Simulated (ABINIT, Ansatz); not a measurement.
# Lattice dynamics of RbCaH3 (Pm-3m) in two programs, part 2 of 4

How does RbCaH3 (Pm-3m) vibrate, and is this structure a minimum?

ABINIT 10.8.3; DFT LDA, scalar-relativistic, plane waves, PseudoDojo norm-conserving pseudopotentials.

So far. Step 5 (Linear response at Γ): The acoustic modes at Γ come out as far as 0.5 cm⁻¹ from zero, where they should vanish, a small numerical error; the Born charges miss their sum rule by 3.8e-4 e, which is good. The relaxed cell has a = 4.397 Å (conventional setting).

### 6. Linear response on the mesh

Linear response treats each wavevector of the 2×2×2 mesh in the unit cell; the first-order potentials are kept for the electron-phonon matrix elements.

The input, dfpt_q.abi:

```
ndtset 3

# wavevectors
qpt1 0.5 0.0 0.0
qpt2 0.5 0.5 0.0
qpt3 0.5 0.5 0.5

# displacements
getwfk_filepath "gso_WFK"
getwfq_filepath "gso_WFK"
kptopt 3
nqpt 1
rfphon 1
rfatpol 1 5
rfdir 1 1 1
tolvrs 1.0d-10
prtwf 0
prtpot 1

# basis, mesh and filling
ecut 31.0
ngkpt 6 6 6
nshiftk 1
shiftk 0.5 0.5 0.5
istwfk *1
occopt 1
nband 11
nstep 100
diemac 9.0
prtebands 0
prtgsr 0
useylm 1

# cell and atoms
acell 3*1.0 Angstrom
rprim 
    4.397006859 0.0 0.0
    0.0 4.397006859 0.0
    0.0 0.0 4.397006859
ntypat 3
znucl 37 20 1
natom 5
typat 1 2 3 3 3
xred 
    0.0 0.0 0.0
    0.5 0.5 0.5
    0.0 0.5 0.5
    0.5 0.0 0.5
    0.5 0.5 0.0
pp_dirpath "./pseudo"
pseudos "Rb.upf, Ca.upf, H.upf"
```

The run is started by

```console
OMP_NUM_THREADS=1 mpirun -n 4 abinit dfpt_q.abi > dfpt_q.log
```

Numbers of over 12 decimals in the logs are rounded to 6 here.

dfpt_q.abo, the main output file:

```text
[banners, grids, parts of the stress and lines that vanish by symmetry left out]
- input  file    -> dfpt_q.abi
- output file    -> dfpt_q.abo
- root for input  files -> dfpt_qi
[...]
DATASET    1 : space group Pm -3 m (#221); Bravais cP (primitive cubic)
[...]
nfft =       91125          nkpt =         216
[...]
DATASET    2 : space group Pm -3 m (#221); Bravais cP (primitive cubic)
[...]
nfft =       91125          nkpt =         216
[...]
DATASET    3 : space group Pm -3 m (#221); Bravais cP (primitive cubic)
[...]
nfft =       91125          nkpt =         216
[...]
== DATASET  1 ==================================================================
[...]
cutoff_energies: {ecut:  31.0, pawecutdg:  -1.0, }
[...]
Perturbation : displacement of atom   1   along direction   1
[...]
-ETOT  1   2.417249     -1.461E+03 5.311E+00 1.543E+03
 ETOT  2   1.780151     -6.371E-01 6.049E-03 4.894E+01
 ETOT  3   1.756416     -2.373E-02 7.829E-05 4.646E+01
 ETOT  4   1.754060     -2.357E-03 2.198E-05 4.468E+00
 ETOT  5   1.753664     -3.956E-04 2.480E-06 3.301E-01
[...]
At SCF step   13       vres2   =  5.81E-11 < tolvrs=  1.00E-10 =>converged.
[...]
Perturbation : displacement of atom   1   along direction   2
[...]
-ETOT  1   1.441782     -1.320E+03 5.256E+00 2.856E+01
[...]
At SCF step   12       vres2   =  6.19E-11 < tolvrs=  1.00E-10 =>converged.
[...]
Perturbation : displacement of atom   2   along direction   1
[...]
-ETOT  1   10.807230756614     -3.284E+03 1.326E+01 6.617E+03
[...]
At SCF step   14       vres2   =  1.26E-11 < tolvrs=  1.00E-10 =>converged.
[...]
Perturbation : displacement of atom   2   along direction   2
[...]
-ETOT  1   9.182262     -3.110E+03 1.309E+01 2.803E+02
[...]
At SCF step   12       vres2   =  7.74E-11 < tolvrs=  1.00E-10 =>converged.
[...]
Perturbation : displacement of atom   3   along direction   1
[...]
-ETOT  1   6.500595     -6.987E+01 2.581E-01 2.700E+04
[...]
Perturbation : displacement of atom   3   along direction   2
[...]
-ETOT  1  0.977422     -6.887E+01 3.489E-01 1.590E+03
[...]
Perturbation : displacement of atom   4   along direction   1
[...]
-ETOT  1   2.295065     -6.931E+01 1.701E-01 2.276E+04
[...]
Perturbation : displacement of atom   4   along direction   2
[...]
-ETOT  1   4.572843     -7.005E+01 2.344E-01 2.224E+03
[...]
Perturbation : displacement of atom   4   along direction   3
[...]
-ETOT  1  0.970587     -6.888E+01 2.383E-01 1.666E+03
[...]
Phonon wavevector (reduced coordinates) :  0.50000  0.00000  0.00000
 Phonon energies in Hartree :
[...]
Phonon frequencies in cm-1    :
-  6.187084E+01  6.187084E+01  8.685547E+01  1.069682E+02  1.069682E+02
-  1.939476E+02  4.062887E+02  4.062887E+02  4.215115E+02  4.284856E+02
-  4.284856E+02  6.690038E+02  1.205957E+03  1.205957E+03  1.313886E+03
[...]
== DATASET  2 ==================================================================
[...]
cutoff_energies: {ecut:  31.0, pawecutdg:  -1.0, }
[...]
Perturbation : displacement of atom   1   along direction   1
[...]
-ETOT  1   2.011882     -1.393E+03 5.315E+00 1.841E+02
[...]
Perturbation : displacement of atom   1   along direction   3
[...]
-ETOT  1   1.310755     -1.315E+03 5.265E+00 2.441E+01
[...]
Perturbation : displacement of atom   2   along direction   1
[...]
-ETOT  1   10.027091247738     -3.200E+03 1.316E+01 2.761E+02
[...]
Perturbation : displacement of atom   2   along direction   3
[...]
-ETOT  1   8.823923     -3.105E+03 1.311E+01 2.033E+02
[...]
Perturbation : displacement of atom   3   along direction   1
[...]
-ETOT  1   5.848600     -6.968E+01 2.320E-01 1.105E+04
[...]
Perturbation : displacement of atom   3   along direction   2
[...]
-ETOT  1   1.561737     -6.920E+01 3.321E-01 7.040E+03
[...]
Perturbation : displacement of atom   3   along direction   3
[...]
-ETOT  1   1.000931     -6.879E+01 1.618E-01 1.417E+03
[...]
Perturbation : displacement of atom   5   along direction   1
[...]
-ETOT  1   1.510869     -6.925E+01 4.232E-01 7.150E+03
[...]
Perturbation : displacement of atom   5   along direction   3
[...]
-ETOT  1   4.526904     -7.004E+01 2.344E-01 2.002E+03
[...]
Phonon wavevector (reduced coordinates) :  0.50000  0.50000  0.00000
 Phonon energies in Hartree :
[...]
Phonon frequencies in cm-1    :
-  6.000678E+01  6.438645E+01  6.438645E+01  1.259862E+02  1.966845E+02
-  2.031096E+02  2.031096E+02  4.514233E+02  4.514233E+02  4.634302E+02
-  4.634302E+02  6.742727E+02  1.204938E+03  1.222717E+03  1.347373E+03
[...]
== DATASET  3 ==================================================================
[...]
cutoff_energies: {ecut:  31.0, pawecutdg:  -1.0, }
[...]
Perturbation : displacement of atom   1   along direction   1
[...]
-ETOT  1   1.834828     -1.367E+03 5.321E+00 3.078E+02
[...]
Perturbation : displacement of atom   2   along direction   1
[...]
-ETOT  1   9.971346     -3.168E+03 1.320E+01 2.257E+02
[...]
Perturbation : displacement of atom   3   along direction   1
[...]
-ETOT  1   5.600211     -6.961E+01 2.035E-01 7.365E+03
[...]
At SCF step   12       vres2   =  7.18E-11 < tolvrs=  1.00E-10 =>converged.
[...]
Perturbation : displacement of atom   3   along direction   2
[...]
-ETOT  1   1.239980     -6.919E+01 3.182E-01 3.722E+03
[...]
ETOT 10  0.506242     -2.879E-10 4.829E-11 3.069E-10
 ETOT 11  0.506242     -2.720E-11 6.925E-12 7.926E-11
 At SCF step   11       vres2   =  7.93E-11 < tolvrs=  1.00E-10 =>converged.
[...]
Phonon wavevector (reduced coordinates) :  0.50000  0.50000  0.50000
 Phonon energies in Hartree :
[...]
Phonon frequencies in cm-1    :
-  6.868821E+01  6.868821E+01  6.868821E+01  1.480259E+02  1.480259E+02
-  1.480259E+02  2.214607E+02  2.214607E+02  2.214607E+02  6.026327E+02
-  6.026327E+02  6.026327E+02  1.222672E+03  1.222672E+03  1.365499E+03
[...]
strten2     0.0000000000E+00  0.0000000000E+00  0.0000000000E+00
           strten3     0.0000000000E+00  0.0000000000E+00  0.0000000000E+00
================================================================================
```

The job ended after 19 min (4 MPI ranks of Arm Neoverse V2, shared host; 76 min of CPU time).

Read from the output:

```yaml
lowest_mode_on_the_q_mesh_acoustic_ones_at_the_zone_centre_apart: 60.01 cm⁻¹
```

Frequencies (cm⁻¹) before the sum rule at the irreducible wavevectors but Γ, which is solved apart; negative means imaginary. Frequencies by wavevector:

```
q (fractions)  star  mode 1  mode 2  mode 3  mode 4  mode 13  mode 14  mode 15
      0.5 0 0     3   61.87   61.87   86.86     107     1206     1206     1314
    0.5 0.5 0     3   60.01   64.39   64.39     126     1205     1223     1347
  0.5 0.5 0.5     1   68.69   68.69   68.69     148     1223     1223     1366
```

### 7. Dispersion

anaddb transforms the dynamical matrices to force constants, with the dipole-dipole part treated apart, and back along the path; points of the mesh come back as solved, but for the sum rule and, in polar crystals, the LO-TO term at Γ; the rest is interpolation.

The input, anaddb.abi:

```
ddb_filepath "all_DDB"
output_file "anaddb.abo"
outdata_prefix "anaddb"
ifcflag 1
ngqpt 2 2 2
nqshft 1
q1shft 0.0 0.0 0.0
asr 1
chneut 1
dipdip 1
dipquad 0
quadquad 0
enunit 0
eivec 0
nph1l 62
qph1l 
    0.0 5.0d-06 0.0 1.0
    0.0 0.05 0.0 1.0
    0.0 0.1 0.0 1.0
    0.0 0.15 0.0 1.0
    0.0 0.2 0.0 1.0
    0.0 0.25 0.0 1.0
    0.0 0.3 0.0 1.0
    0.0 0.35 0.0 1.0
    0.0 0.4 0.0 1.0
    0.0 0.45 0.0 1.0
    0.0 0.5 0.0 1.0
    0.05 0.5 0.0 1.0
    0.1 0.5 0.0 1.0
    0.15 0.5 0.0 1.0
    0.2 0.5 0.0 1.0
    0.25 0.5 0.0 1.0
    0.3 0.5 0.0 1.0
    0.35 0.5 0.0 1.0
    0.4 0.5 0.0 1.0
    0.45 0.5 0.0 1.0
    0.5 0.5 0.0 1.0
    0.45 0.45 0.0 1.0
    0.4 0.4 0.0 1.0
    0.35 0.35 0.0 1.0
    0.3 0.3 0.0 1.0
    0.25 0.25 0.0 1.0
    0.2 0.2 0.0 1.0
    0.15 0.15 0.0 1.0
    0.1 0.1 0.0 1.0
    0.05 0.05 0.0 1.0
    5.0d-06 5.0d-06 5.0d-06 1.0
    0.05 0.05 0.05 1.0
    0.1 0.1 0.1 1.0
    0.15 0.15 0.15 1.0
    0.2 0.2 0.2 1.0
    0.25 0.25 0.25 1.0
    0.3 0.3 0.3 1.0
    0.35 0.35 0.35 1.0
    0.4 0.4 0.4 1.0
    0.45 0.45 0.45 1.0
    0.5 0.5 0.5 1.0
    0.45 0.5 0.45 1.0
    0.4 0.5 0.4 1.0
    0.35 0.5 0.35 1.0
    0.3 0.5 0.3 1.0
    0.25 0.5 0.25 1.0
    0.2 0.5 0.2 1.0
    0.15 0.5 0.15 1.0
    0.1 0.5 0.1 1.0
    0.05 0.5 0.05 1.0
    0.0 0.5 0.0 1.0
    0.5 0.5 0.5 1.0
    0.5 0.5 0.45 1.0
    0.5 0.5 0.4 1.0
    0.5 0.5 0.35 1.0
    0.5 0.5 0.3 1.0
    0.5 0.5 0.25 1.0
    0.5 0.5 0.2 1.0
    0.5 0.5 0.15 1.0
    0.5 0.5 0.1 1.0
    0.5 0.5 0.05 1.0
    0.5 0.5 0.0 1.0
```

The input, mrgddb.in:

```
all_DDB
merged
4
dfpt_gammao_DS2_DDB
dfpt_qo_DS1_DDB
dfpt_qo_DS2_DDB
dfpt_qo_DS3_DDB
```

The run is started by

```console
mrgddb < mrgddb.in > mrgddb.log
OMP_NUM_THREADS=1 anaddb anaddb.abi > anaddb.log
```

anaddb.abo, the main output file:

```text
[banners, grids, parts of the stress and lines that vanish by symmetry left out]
-outvars_anaddb: echo values of input variables ----------------------

 Flags :
[...]
Dielectric Tensor and Effective Charges
[...]
Effective charge tensors after
[...]
Phonon wavevector (reduced coordinates) :  0.00000  0.00001  0.00000
 Phonon energies in Hartree :
[...]
Phonon frequencies in cm-1    :
-  0.000000E+00  0.000000E+00  0.000000E+00  1.083608E+02  1.083608E+02
-  1.186850E+02  3.496667E+02  3.496667E+02  3.496667E+02  4.059686E+02
-  4.059686E+02  6.419816E+02  1.206614E+03  1.206614E+03  1.291467E+03
[...]
Phonon wavevector (reduced coordinates) :  0.00000  0.05000  0.00000
 Phonon energies in Hartree :
[...]
Phonon frequencies in cm-1    :
-  1.025499E+01  1.025499E+01  1.896453E+01  1.083904E+02  1.083904E+02
-  1.206273E+02  3.511259E+02  3.511259E+02  3.516062E+02  4.065305E+02
-  4.065305E+02  6.426429E+02  1.206597E+03  1.206597E+03  1.292004E+03
[...]
Phonon wavevector (reduced coordinates) :  0.00000  0.10000  0.00000
 Phonon energies in Hartree :
[...]
Phonon frequencies in cm-1    :
-  2.012518E+01  2.012518E+01  3.622549E+01  1.084594E+02  1.084594E+02
-  1.263800E+02  3.553387E+02  3.553387E+02  3.571737E+02  4.081585E+02
-  4.081585E+02  6.445630E+02  1.206550E+03  1.206550E+03  1.293564E+03
[...]
Phonon wavevector (reduced coordinates) :  0.00000  0.15000  0.00000
 Phonon energies in Hartree :
[...]
Phonon frequencies in cm-1    :
-  2.928781E+01  2.928781E+01  5.059527E+01  1.085164E+02  1.085164E+02
-  1.355181E+02  3.618356E+02  3.618356E+02  3.656714E+02  4.106858E+02
-  4.106858E+02  6.475550E+02  1.206476E+03  1.206476E+03  1.296005E+03
[...]
Phonon wavevector (reduced coordinates) :  0.00000  0.20000  0.00000
 Phonon energies in Hartree :
[...]
Phonon frequencies in cm-1    :
-  3.751549E+01  3.751549E+01  6.178041E+01  1.085002E+02  1.085002E+02
-  1.469709E+02  3.699114E+02  3.699114E+02  3.760975E+02  4.138556E+02
[...]
Phonon wavevector (reduced coordinates) :  0.00000  0.25000  0.00000
 Phonon energies in Hartree :
[...]
Phonon frequencies in cm-1    :
[...]
Phonon wavevector (reduced coordinates) :  0.00000  0.30000  0.00000
 Phonon energies in Hartree :
[...]
Phonon frequencies in cm-1    :
[...]
Phonon wavevector (reduced coordinates) :  0.00000  0.35000  0.00000
 Phonon energies in Hartree :
[...]
Phonon frequencies in cm-1    :
[...]
Phonon wavevector (reduced coordinates) :  0.00000  0.40000  0.00000
 Phonon energies in Hartree :
[...]
Phonon frequencies in cm-1    :
[...]
Phonon wavevector (reduced coordinates) :  0.00000  0.45000  0.00000
 Phonon energies in Hartree :
[...]
Phonon frequencies in cm-1    :
[...]
Phonon wavevector (reduced coordinates) :  0.00000  0.50000  0.00000
 Phonon energies in Hartree :
[...]
Phonon frequencies in cm-1    :
[...]
Phonon wavevector (reduced coordinates) :  0.05000  0.50000  0.00000
 Phonon energies in Hartree :
[...]
Phonon frequencies in cm-1    :
[...]
Phonon wavevector (reduced coordinates) :  0.10000  0.50000  0.00000
 Phonon energies in Hartree :
[...]
Phonon frequencies in cm-1    :
[...]
Phonon wavevector (reduced coordinates) :  0.15000  0.50000  0.00000
 Phonon energies in Hartree :
[...]
Phonon frequencies in cm-1    :
[...]
Phonon frequencies in cm-1    :
[...]
Phonon wavevector (reduced coordinates) :  0.25000  0.25000  0.25000
 Phonon energies in Hartree :
[...]
Phonon frequencies in cm-1    :
[...]
-  1.703839E+02  3.059262E+02  3.301724E+02  3.301724E+02  5.201445E+02
-  5.201445E+02  6.516391E+02  1.214573E+03  1.214573E+03  1.324152E+03
  Phonon wavevector (reduced coordinates) :  0.30000  0.30000  0.30000
 Phonon energies in Hartree :
[...]
Phonon frequencies in cm-1    :
-  6.511871E+01  6.511871E+01  6.624845E+01  1.774071E+02  1.774071E+02
-  1.878901E+02  2.755583E+02  2.973271E+02  2.973271E+02  5.508628E+02
-  5.508628E+02  6.426890E+02  1.217337E+03  1.217337E+03  1.336765E+03
  Phonon wavevector (reduced coordinates) :  0.35000  0.35000  0.35000
 Phonon energies in Hartree :
[...]
Phonon frequencies in cm-1    :
-  6.573435E+01  6.687824E+01  6.687824E+01  1.874083E+02  1.874083E+02
[...]
Phonon wavevector (reduced coordinates) :  0.40000  0.40000  0.40000
 Phonon energies in Hartree :
[...]
Phonon frequencies in cm-1    :
[...]
Phonon wavevector (reduced coordinates) :  0.45000  0.45000  0.45000
 Phonon energies in Hartree :
[...]
Phonon frequencies in cm-1    :
[...]
Phonon wavevector (reduced coordinates) :  0.50000  0.50000  0.50000
 Phonon energies in Hartree :
[...]
Phonon wavevector (reduced coordinates) :  0.50000  0.50000  0.05000
 Phonon energies in Hartree :
[...]
Phonon frequencies in cm-1    :
[...]
Phonon wavevector (reduced coordinates) :  0.50000  0.50000  0.00000
 Phonon energies in Hartree :
[...]
Phonon frequencies in cm-1    :
[...]
-  2.031117E+02  2.031117E+02  4.514227E+02  4.514227E+02  4.634297E+02
-  4.634297E+02  6.742723E+02  1.204938E+03  1.222717E+03  1.347373E+03
-
```

Run time: 0.73 s. Hardware: 1 thread.

Read from the output:

- lowest frequency on the path: 0 cm⁻¹

Anaddb, dipole-dipole term. The phonon branches at the labelled points (cm⁻¹):

```
    point  branch 1  branch 2  branch 3  branch 4  branch 12  branch 13  branch 14  branch 15
        Γ         0         0         0       108        642       1207       1207       1292
  halfway        45        45        70       108        656       1206       1206       1303
        X        62        62        87       107        669       1206       1206       1314
  halfway        61        63        73       118        669       1206       1216       1329
        M        60        64        64       126        674       1205       1223       1347
  halfway        55        58        72       114        662       1206       1214       1314
        Γ         0         0         0       108        642       1207       1207       1292
  halfway        62        62        68       163        652       1215       1215       1324
        R        69        69        69       148        603       1223       1223       1366
  halfway        62        66        69       169        648       1215       1218       1339
        X        62        62        87       107        669       1206       1206       1314
jump to R        69        69        69       148        603       1223       1223       1366
  halfway        65        67        67       174        639       1216       1223       1354
        M        60        64        64       126        674       1205       1223       1347
```

All branches are real along the path.

(Part 2 of 4 ends here.)

[Host names and launcher messages were left out of these logs when they were recorded.]

[Logs are printed without paths, hosts, clocks, repeated set-up lines and the standing remarks that a program may print on its own settings, such as how far it seeks lower states.]

[Hosts, paths, dates, database ids (printed as entryN), source tags and the programs' standing remarks are cut or masked in the printed files.]
